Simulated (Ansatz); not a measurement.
# Na2H14C6S2Cl2O9 (C2/c) (140 atoms) under strain, part 2 of 3

How stiff is Na2H14C6S2Cl2O9 (C2/c) (140 atoms), and how do its levels respond to strain?

Ansatz 0.2.0; Kohn-Sham DFT, RPBE+D3(BJ), PAW (set soft_2), plane waves.

The cell: 8 Na, 56 H, 24 C, 8 S, 8 Cl and 36 O. The cell is under 6 Å thick along one periodic direction.

So far. Step 2 (Single point at the start): The r.m.s. force at the start is 0.62 eV/Å. Step 3 (Cell and atoms relaxed): The relaxation converged after 12 steps, with a largest force component of 0.038 eV/Å.

## Step 4: Single point at the relaxed geometry

One more single point at the end of the walk gives the fuller output and checks the residual forces.

The input, input.yaml:

```yaml
crystal:
  lattice:
    - [28.34414, 0.04727, 0.07777]
    - [0.00874, 5.17775, 0.01327]
    - [-2.12656, 0.02282, 10.27523]
  atoms:
    - { symbol: Na, position: [0.04251, 0.60793, 0.63576] }
    - { symbol: Na, position: [0.96037, 0.5936, 0.88132] }
    - { symbol: Na, position: [0.54016, 0.08042, 0.62498] }
    - { symbol: Na, position: [0.45824, 0.12189, 0.86939] }
    - { symbol: Na, position: [0.96037, 0.40616, 0.38129] }
    - { symbol: Na, position: [0.04283, 0.39057, 0.13592] }
    [... 128 atom lines left out ...]
    - { symbol: O, position: [0.39077, 0.18988, 0.28993] }
    - { symbol: O, position: [0.61084, 0.14909, 0.21442] }
    - { symbol: O, position: [0.99662, 0.34561, 0.742] }
    - { symbol: O, position: [0.50417, 0.84605, 0.76796] }
    - { symbol: O, position: [0.99717, 0.65336, 0.24281] }
    - { symbol: O, position: [0.4961, 0.15525, 0.22807] }
kpoints:
  mp_grid: { grid: [1, 2, 1] }
hamiltonian:
  xc: rpbe
  dispersion: d3bj
scf:
  occupations: { method: gaussian, width: 0.05 }
output:
  forces: true
  stress: true
  populations: true
  dos:
    method: { smearing: { sigma: 0.15 } }
    de: 0.1
    projected: { site_lists: { C: [C], Cl: [Cl], H: [H], Na: [Na], O: [O] } }
  eigenvalues: true
  write_density: true
  write_potential: true
  volumetric_format: npy
```

Launch:

```
> ansatz run input.yaml --threads 8 --pin off --max-ram 15872MiB --backend cpu --events-out ev --progress --plain --runs-dir out
```

Numbers of over 12 decimals in the logs are rounded to 6 here.

The log of the run:

```text
[...]
Crystal: 140 atoms, lattice volume = 1508.823 Å³
Basis set: ecut = 420 eV, 29559 PW (Γ), exchange–correlation on 384×72×144 points (8 copies of the dense FFT grid, shifted against one another)
Bands: 412, of which v1, the nominal top of the filled ones, is band 272 counted from 1 (271 counted from 0)
Symmetry: 1 space group operations
[...]
k-points: 2
[...]
SCF iter   1: F=—  HF=-55315.876518 eV  |F-HF|=—  |Δ(HF+E_count)|=         —  Δρ=6.24e-3  dr2=7.36e-1  ethr=1.77e-3  ⟨swp⟩=5.0  Hψ=3582  notcnv=0  defer=242
[...]
SCF iter   9: F=-55315.694428 eV  HF=-55315.694428 eV  |F-HF|=3.26e-8  |Δ(HF+E_count)|=   7.60e-7  Δρ=2.76e-6  dr2=9.21e-8  ethr=1.84e-11  ⟨swp⟩=20.5  Hψ=7854  notcnv=0
SCF 1 converged in 9 iterations: F = -55315.694428 eV  dr2 = 9.21e-8
[...]
SCF converged after 9 iterations
Free energy (F): -55315.694428 eV
[...]
Internal energy: -55315.694428 eV  (E = F + TS)
E sigma→0 (E₀):  -55315.694428 eV
Fermi energy:    3.394291 eV
[...]
--- Forces (eV/Å), atoms counted from 1 ---
  atom   1  Na     0.00465940     0.00212864     0.00227829
  atom   2  Na    -0.00224300     0.00441387    -0.00095048
  atom   3  Na     0.00127832     0.00113875    -0.00816380
  atom   4  Na    -0.00544803     0.00539427    -0.00509350
  atom   5  Na    -0.00331726    -0.00404499    -0.00123329
  atom   6  Na     0.00663459    -0.00314363     0.00277479
  atom   7  Na    -0.00285218    -0.00146498     0.00627076
  atom   8  Na     0.00459085    -0.00442169     0.00526654
  atom   9  H     -0.00416303     0.00257972     0.00078850
  atom  10  H      0.00051787    -0.00011428     0.00049153
  atom  11  H     -0.00016242    -0.00126614    -0.00186896
  atom  12  H     -0.00254908    -0.00022123     0.00252024
  atom  13  H     -0.00116616     0.00134549     0.00246829
  atom  14  H     -0.00174248    -0.00268501    -0.00115184
[...]
atom 139  O     -0.00586301     0.01587021    -0.01541936
  atom 140  O      0.01528490     0.03101259     0.00563511
  max |Σ_I F_I| component: 6.41e-5 eV/Å
--- Stress (GPa, compression-positive) ---
       -0.016702      -0.002723      -0.027338
       -0.002723       0.002029      -0.000700
       -0.027339      -0.000699      -0.020330
  P = ⅓ Tr σ = -0.0117 GPa (-0.117 kbar)
--- Band table (eV) ---
[...]
--- Löwdin populations: 140 sites ---
  site symbol       q [e]
     0     Na      8.2381
     1     Na      8.2388
     2     Na      8.2394
[...]
139      O      6.7245
  spilling = 0.013481 (of n_electrons = 544.000000)
```

Elapsed: 33 s, on 8 threads of Arm Neoverse V2, shared host; peak memory 5.6 GiB; 4.1 min of CPU time.

Numbers from this run:

* free energy: -55315.6944 eV
* free energy per atom: -395.1121 eV/atom
* SCF cycles: 9
* pressure: -0.01167 GPa
* r.m.s. force component: 0.00847 eV/Å
* longest force: 0.04181 eV/Å
* Fermi energy: 3.394 eV
* gap (highest filled to lowest empty level): 4.915 eV
* spilling of the projection: 0.01348

Löwdin charges by element and coordination (they lack the spilled electrons, 0.052 e an atom on average):

```csv
element,coordination,atoms,mean charge (e),spread,least,most
C,all,24,-0.188,0.246,-0.480,0.125
Cl,all,8,-0.101,0.0024,-0.105,-0.0969
H,all,56,0.258,0.0791,0.175,0.385
Na,all,8,0.761,6.0e-4,0.760,0.762
O,all,36,-0.730,0.106,-0.806,-0.535
O,2,16,-0.791,0.0077,-0.803,-0.781
O,3,16,-0.670,0.133,-0.806,-0.535
O,4,4,-0.724,5.0e-4,-0.725,-0.724
S,all,8,2.30,3.0e-4,2.30,2.30
```

States in the cell by windows of 1 eV, zero at the Fermi level; the larger projections on atomic orbitals stand beside the total:

```csv
from (eV),to (eV),total,O p,C p,H s,Cl p,C s
-18,-17,16.0,0.1,1.2,1.2,0.4,3.7
-17,-16,1.0,0.0,0.1,0.1,0.0,0.4
-16,-15,15.0,0.4,1.9,2.0,0.0,6.4
-15,-14,0.1,0.0,0.0,0.0,0.0,0.0
-14,-13,15.9,0.7,2.5,1.8,0.3,4.9
-13,-12,0.0,0.0,0.0,0.0,0.0,0.0
-12,-11,15.7,2.2,2.8,2.8,0.7,3.7
-11,-10,16.3,4.5,2.6,2.5,0.1,1.8
-10,-9,21.5,8.7,6.7,4.5,0.1,0.2
-9,-8,29.0,11.5,6.3,2.1,0.8,0.3
-8,-7,37.9,14.9,10.4,3.0,1.7,0.1
-7,-6,50.4,11.6,20.9,8.8,5.5,0.3
-6,-5,24.1,11.2,5.7,1.9,3.4,0.0
-5,-4,44.9,33.8,3.8,3.4,1.1,0.1
-4,-3,86.9,48.8,5.7,3.0,26.2,0.6
-3,-2,33.3,27.7,3.0,0.3,1.6,0.2
-2,2,0.0,0.0,0.0,0.0,0.0,0.0
2,3,5.8,0.1,2.1,0.2,1.5,0.7
3,4,11.5,0.3,3.1,1.6,2.4,1.3
4,5,23.1,1.0,3.5,7.1,0.8,1.5
```

Between -26 and -18 eV lie 120 more states.

Not all projections were asked for or kept, so they needn't add up to the total.

The levels nearest the highest filled one (over half full), pooled over k-points and spins:

```csv
level less the highest filled one (eV),occupation
-0.0517,2
-0.029,2
-0.0235,2
-0.0158,2
-0.0027,2
0,2
4.91,0
4.94,0
5.29,0
5.30,0
5.32,0
5.33,0
```

Valence density in the ac plane at fractional y = 0.353, with atoms of Na and H and C and S and Cl and O within 0.2 Å of it. It is the smooth field of the valence electrons, not physical close to the nuclei.

Values in units of 1e0 e/Å³, 13 rows by 16 columns, each cell a mean:
```
0.0 0.1 0.1 0.1 0.0 0.1 0.4 0.1 0.0 0.0 0.0 1.0 1.1 0.0 0.3 1.5
0.1 0.0 0.0 0.0 0.0 0.8 1.2 0.4 0.0 0.0 0.0 0.1 0.1 0.0 0.1 0.6
1.4 0.0 0.2 0.8 0.1 0.9 1.2 0.2 0.0 0.0 0.0 0.0 0.3 0.1 0.0 1.3
2.6 0.1 1.3 4.4 0.6 1.2 0.5 0.0 0.0 0.0 0.0 0.3 2.4 0.3 0.0 0.5
0.2 0.0 0.5 1.2 1.1 1.5 1.0 0.0 0.0 0.0 0.1 0.4 1.4 0.3 0.0 0.0
0.2 0.3 0.1 0.6 0.5 0.2 0.2 0.0 0.0 0.4 0.9 1.0 1.1 1.4 0.1 0.1
0.8 1.1 0.2 1.4 0.5 0.0 0.0 0.0 0.0 0.2 0.9 0.8 0.9 1.5 0.1 0.5
0.3 0.3 0.2 0.4 0.2 0.0 0.0 0.0 0.0 0.3 0.8 0.2 0.1 0.1 0.0 0.2
0.0 0.0 0.0 0.0 0.0 0.0 0.1 0.0 0.1 0.7 1.1 0.4 0.1 0.0 0.1 0.1
0.0 0.1 0.0 0.0 0.0 0.1 0.0 0.0 0.1 0.2 0.3 0.9 0.1 0.1 0.6 0.2
0.4 3.8 0.1 0.0 0.1 0.6 0.1 0.2 0.3 0.1 0.1 0.1 0.1 0.1 0.2 0.0
1.1 5.7 0.1 0.0 0.1 0.2 0.0 0.2 0.2 0.0 0.0 0.2 0.5 0.1 0.0 0.1
0.1 0.1 0.2 0.1 0.0 0.0 0.0 0.0 0.0 0.0 0.0 2.1 3.6 0.1 0.1 0.7
```
Columns run along a (16.0 Å, from fractional 0.00 to 0.56 of the cell), rows up along c (10.5 Å). Atoms in or near the plane, at fractional coordinates: Na at (0.04, 0.14), H at (0.35, 0.56), H at (0.19, 0.17), H at (0.22, 0.62), H at (0.41, 0.26), H at (0.51, 0.25), Cl at (0.22, 0.85), O at (0.42, 0.01), O at (0.11, 0.72).

Electrostatic potential energy in the ac plane at fractional y = 0.353, with atoms of Na and H and C and S and Cl and O within 0.2 Å of it. With pseudopotentials it is smooth inside the atoms' cores, unlike the true potential.

Ten even steps from '0' (-38 eV) to '9' (8 eV), each cell a mean:
```
48999997430004666358999999999999754789999899
99999998620104787369999999989998878899999999
99999999730027899899999999746667667899999999
99999999862158999999999999642005656337999999
99999999940039999999999999860006773004999996
77999999940169999999999999974368984127999950
12799999987899999999999999744689999889999830
14899999999999999999999997200289999999998634
35799999999999999999999995000389999999998668
01589999999999999999999996212799999999999999
00237999998558999999999998778999999999999999
13227999993005999999999999999999999999999999
78779999982017999999999999999999999999998889
99999999997679999999999999999999999999985358
99999999999999999999987899999999999999850028
99999999999999999999987899999779999999862268
99999978999988999999988999998789999999987889
99999714899856899999999999999999999999999999
99999857999867888889999999999999999999999999
99999999999999874378999999999999999999999999
99999999999999851278999999999999999999999999
89999999999999876789999999999999998899899889
16999999999888877899999999999999875688886348
05999998776457756889999999999999730489995359
```
Columns run along a (16.0 Å, from fractional 0.44 to 1.00 of the cell; values clipped at the 3rd and 97th percentile), rows up along c (10.5 Å). Atoms in or near the plane, at fractional coordinates: H at (0.66, 0.95), H at (0.51, 0.25), C at (0.81, 0.82), S at (0.57, 0.93), Cl at (0.79, 0.65), O at (0.58, 0.50), O at (0.57, 0.79), O at (0.89, 0.79), O at (0.00, 0.74).

Filled and empty levels are parted by 4.91 eV on the run's k-points; the mesh holds the band edges only if they fold onto it, so the gap at this level can be narrower or closed, while semilocal functionals tend to narrow gaps against experiment. Mean Löwdin charges: C -0.19, Cl -0.10, H +0.26, Na +0.76, O -0.73, S +2.30 e (they miss 1.3 % of the electrons, so they add up to more than the cell's charge).

## Step 5: Volume -3 %

The relaxed cell is scaled evenly and the atoms are relaxed again; the stress at the end gives one point of P(V).

input.yaml, the sections that differ from step 4:

```yaml
crystal:
  lattice:
    - [28.05782, 0.04679, 0.07698]
    - [0.00865, 5.12545, 0.01314]
    - [-2.10508, 0.02259, 10.17143]
  atoms:
    [... the 140 atom lines of step 4 ...]
output:
  forces: true
  eigenvalues: true
  stress: true
relax:
  f_tol: 0.05
  max_steps: 70
# kpoints, hamiltonian, scf: as in step 4
```

The log of the run:

```text
Warning: output.stress: scf.convergence.dr2_threshold = 1e-7 eV (the SCF's general default) is looser than the 1.08e-8 eV advised for a printed stress (1e-10 eV for each atom of the cell: 140, of which 108 are counted). What an SCF threshold leaves in a stress goes as its square root, and in the free energy as the threshold itself, and one threshold admits the most on a small cell: [...]
[...]
Crystal: 140 atoms, lattice volume = 1463.560 Å³
Basis set: ecut = 420 eV, 28679 PW (Γ), exchange–correlation on 384×72×144 points (8 copies of the dense FFT grid, shifted against one another)
Bands: 412, of which v1, the nominal top of the filled ones, is band 272 counted from 1 (271 counted from 0)
Symmetry: 1 space group operations
[...]
k-points: 2
[...]
SCF iter   1: F=—  HF=-55315.435826 eV  |F-HF|=—  |Δ(HF+E_count)|=         —  Δρ=6.29e-3  dr2=7.46e-1  ethr=1.77e-3  ⟨swp⟩=5.0  Hψ=3584  notcnv=0  defer=240
[...]
SCF iter   6: F=—  HF=-55315.235211 eV  |F-HF|=—  |Δ(HF+E_count)|=   1.43e-4  Δρ=6.75e-5  dr2=5.13e-5  ethr=5.48e-8  ⟨swp⟩=3.0  Hψ=1075  notcnv=0  defer=272
SCF iter   7: F=-55315.235237 eV  HF=-55315.235233 eV  |F-HF|=4.10e-6  |Δ(HF+E_count)|=   2.12e-5  Δρ=2.16e-5  dr2=5.42e-6  ethr=9.42e-9  ⟨swp⟩=16.0  Hψ=4995  notcnv=0
SCF 1 converged in 7 iterations: F = -55315.235237 eV  dr2 = 5.42e-6
[...]
relax step   1: F+E_penalty+E_count = -55315.23523664 eV  Δ(F+E_penalty+E_count) = +0.000e0 eV  max|allowed force component| = 7.612e-1 eV/Å  Δτ_max = 0.0000 Å  (7 SCF iters, dr2 threshold 6.25e-5 eV, accepted)
[...]
relax step   2: F+E_penalty+E_count = -55315.53854146 eV  Δ(F+E_penalty+E_count) = -3.033e-1 eV  max|allowed force component| = 4.411e-1 eV/Å  Δτ_max = 0.0526 Å  (6 SCF iters, dr2 threshold 3.62e-5 eV, accepted)
[...]
relax step   3: F+E_penalty+E_count = -55315.62274946 eV  Δ(F+E_penalty+E_count) = -8.421e-2 eV  max|allowed force component| = 5.168e-2 eV/Å  Δτ_max = 0.0695 Å  (6 SCF iters, dr2 threshold 1.22e-5 eV, accepted)
relax step   4: F+E_penalty+E_count = -55315.61869656 eV  Δ(F+E_penalty+E_count) = +4.053e-3 eV  max|allowed force component| = 8.182e-2 eV/Å  Δτ_max = 0.0329 Å  (8 SCF iters, rejected (line search))
[...]
relax step   5: F+E_penalty+E_count = -55315.62784544 eV  Δ(F+E_penalty+E_count) = -5.096e-3 eV  max|allowed force component| = 3.489e-2 eV/Å  Δτ_max = 0.0160 Å  (8 SCF iters, accepted)
SCF converged after 8 iterations
Free energy (F): -55315.627845 eV
[...]
Internal energy: -55315.627845 eV  (E = F + TS)
E sigma→0 (E₀):  -55315.627845 eV
Fermi energy:    3.628633 eV
[...]
Σ components = -55315.627845   (vs F -55315.627845, Δ=0.00e0)
--- Forces (eV/Å), atoms counted from 1 ---
  atom   1  Na    -0.00111221     0.00169686    -0.00023906
  atom   2  Na     0.00072144     0.00155543    -0.00033737
  atom   3  Na     0.00035001     0.00048770     0.00101722
  atom   4  Na    -0.00036749     0.00170876     0.00011857
[...]
atom 140  O     -0.00136153    -0.00721564     0.00000410
  max |Σ_I F_I| component: 4.38e-5 eV/Å
--- Stress (GPa, compression-positive) ---
        0.347362      -0.000904      -0.049546
       -0.000903       0.596381       0.000496
       -0.049547       0.000496       0.528501
  P = ⅓ Tr σ = 0.4907 GPa (4.907 kbar)
--- Band table (eV) ---
[...]
--- Relaxed structure (5 steps of the walk, 4 accepted, 0 SCFs on fresh bases) ---
  F+E_penalty+E_count = -55315.62784544 eV   max|allowed force component| = 3.489e-2 eV/Å
  atoms:
    - { symbol: Na, position: [0.042840, 0.607930, 0.636820] }
    - { symbol: Na, position: [0.960392, 0.595067, 0.883616] }
    - { symbol: Na, position: [0.540102, 0.080713, 0.622330] }
    - { symbol: Na, position: [0.457931, 0.123307, 0.867988] }
[...]
- { symbol: O, position: [0.495860, 0.154933, 0.226018] }
```

Wall time 97 s (8 threads); peak memory 5.5 GiB.

The program notes that the SCF threshold is loose for the stress.

The relaxation converged after 5 steps, 0.393 eV below its start, with a largest force component of 0.035 eV/Å.

Volume -3 %: the energy stands 0.0666 eV above that of the reference, at a pressure of 0.491 GPa.

## Step 6: Volume +3 %

The relaxed cell is scaled to another volume.

input.yaml, the sections that differ from step 5:

```yaml
crystal:
  lattice:
    - [28.62479, 0.04774, 0.07854]
    - [0.00883, 5.22902, 0.0134]
    - [-2.14762, 0.02305, 10.37697]
  atoms:
    [... the 140 atom lines of step 4 ...]
# kpoints, hamiltonian, scf, output, relax: as in step 5
```

The log of the run:

```text
[...]
Crystal: 140 atoms, lattice volume = 1554.088 Å³
Basis set: ecut = 420 eV, 30415 PW (Γ), exchange–correlation on 384×72×144 points (8 copies of the dense FFT grid, shifted against one another)
Bands: 412, of which v1, the nominal top of the filled ones, is band 272 counted from 1 (271 counted from 0)
Symmetry: 1 space group operations
[...]
k-points: 2
[...]
SCF iter   1: F=—  HF=-55315.443546 eV  |F-HF|=—  |Δ(HF+E_count)|=         —  Δρ=6.19e-3  dr2=7.31e-1  ethr=1.77e-3  ⟨swp⟩=5.0  Hψ=3592  notcnv=0  defer=232
[...]
SCF iter   6: F=—  HF=-55315.272997 eV  |F-HF|=—  |Δ(HF+E_count)|=   1.31e-4  Δρ=7.38e-5  dr2=6.72e-5  ethr=5.96e-8  ⟨swp⟩=3.0  Hψ=1076  notcnv=0  defer=272
SCF iter   7: F=-55315.273019 eV  HF=-55315.273014 eV  |F-HF|=4.88e-6  |Δ(HF+E_count)|=   1.75e-5  Δρ=2.11e-5  dr2=5.53e-6  ethr=1.15e-8  ⟨swp⟩=15.0  Hψ=4949  notcnv=0
SCF 1 converged in 7 iterations: F = -55315.273019 eV  dr2 = 5.53e-6
[...]
relax step   1: F+E_penalty+E_count = -55315.27301916 eV  Δ(F+E_penalty+E_count) = +0.000e0 eV  max|allowed force component| = 6.647e-1 eV/Å  Δτ_max = 0.0000 Å  (7 SCF iters, dr2 threshold 6.25e-5 eV, accepted)
[...]
relax step   2: F+E_penalty+E_count = -55315.55742946 eV  Δ(F+E_penalty+E_count) = -2.844e-1 eV  max|allowed force component| = 4.041e-1 eV/Å  Δτ_max = 0.0544 Å  (6 SCF iters, dr2 threshold 2.76e-5 eV, accepted)
[...]
relax step   3: F+E_penalty+E_count = -55315.63494246 eV  Δ(F+E_penalty+E_count) = -7.751e-2 eV  max|allowed force component| = 4.946e-2 eV/Å  Δτ_max = 0.0515 Å  (6 SCF iters, dr2 threshold 1.02e-5 eV, accepted)
[...]
relax step   4: F+E_penalty+E_count = -55315.63494427 eV  Δ(F+E_penalty+E_count) = -1.806e-6 eV  max|allowed force component| = 4.938e-2 eV/Å  Δτ_max = 0.0000 Å  (4 SCF iters, accepted)
SCF converged after 4 iterations
Free energy (F): -55315.634944 eV
[...]
Internal energy: -55315.634944 eV  (E = F + TS)
E sigma→0 (E₀):  -55315.634944 eV
Fermi energy:    3.166131 eV
[...]
Σ components = -55315.634944   (vs F -55315.634944, Δ=0.00e0)
--- Forces (eV/Å), atoms counted from 1 ---
  atom   1  Na     0.00586559     0.00238412    -0.00473433
  atom   2  Na    -0.00110371     0.00007329     0.00587379
  atom   3  Na     0.00424735    -0.00073765    -0.00734383
  atom   4  Na    -0.00336730     0.00164848     0.00399290
[...]
atom 140  O      0.00125710    -0.01898148     0.00757006
  max |Σ_I F_I| component: 1.23e-4 eV/Å
--- Stress (GPa, compression-positive) ---
       -0.258165       0.006563      -0.078619
        0.006563      -0.345534       0.005820
       -0.078619       0.005821      -0.520070
  P = ⅓ Tr σ = -0.3746 GPa (-3.746 kbar)
--- Band table (eV) ---
[...]
--- Relaxed structure (4 steps of the walk, 4 accepted, 0 SCFs on fresh bases) ---
  F+E_penalty+E_count = -55315.63494427 eV   max|allowed force component| = 4.938e-2 eV/Å
  atoms:
    - { symbol: Na, position: [0.042378, 0.608099, 0.637010] }
    - { symbol: Na, position: [0.960610, 0.592950, 0.881740] }
    - { symbol: Na, position: [0.539848, 0.079879, 0.624290] }
    - { symbol: Na, position: [0.458335, 0.122224, 0.867992] }
[...]
- { symbol: O, position: [0.496177, 0.154218, 0.226844] }
```

Elapsed: 75 s, on 8 threads; peak memory 5.7 GiB; 9.5 min of CPU time.

The relaxation converged after 4 steps, 0.362 eV below its start, with a largest force component of 0.049 eV/Å.

Volume +3 %: the energy stands 0.0595 eV above that of the reference, at a pressure of -0.375 GPa.

## Step 7: Volume -6 %

The relaxed cell is scaled to another volume.

Input and log are left out; they have the form of those shown for this kind of step.

Wall time 2 min (8 threads of Arm Neoverse V2, shared host); peak memory 5.4 GiB; 15 min of CPU time.

The relaxation converged after 6 steps, 1.66 eV below its start, with a largest force component of 0.015 eV/Å.

Volume -6 %: the energy stands 0.282 eV above that of the reference, at a pressure of 1.08 GPa.

## Step 8: Volume +6 %

The relaxed cell is scaled to another volume.

Input and log are left out; they have the form of those shown for this kind of step.

Wall time 1.7 min (8 threads of Arm Neoverse V2, shared host); peak memory 5.9 GiB.

The relaxation converged after 5 steps, 1.39 eV below its start, with a largest force component of 0.026 eV/Å.

Volume +6 %: the energy stands 0.206 eV above that of the reference, at a pressure of -0.690 GPa.

## Step 9: Volume -10 %

The relaxed cell is scaled to another volume.

Input and log are left out; they have the form of those shown for this kind of step.

The job ended after 2.8 min (8 threads of Arm Neoverse V2, shared host; peak memory 5.1 GiB; 21 min of CPU time).

The relaxation converged after 8 steps, 4.91 eV below its start, with a largest force component of 0.024 eV/Å.

Volume -10 %: the energy stands 0.861 eV above that of the reference, at a pressure of 2.07 GPa.

[end of part 2 of 3]

[Logs are printed without paths, hosts, clocks, repeated set-up lines and the standing remarks that a program may print on its own settings, such as how far it seeks lower states.]

[Hosts, paths, dates, database ids (printed as entryN), source tags and the programs' standing remarks are cut or masked in the printed files.]
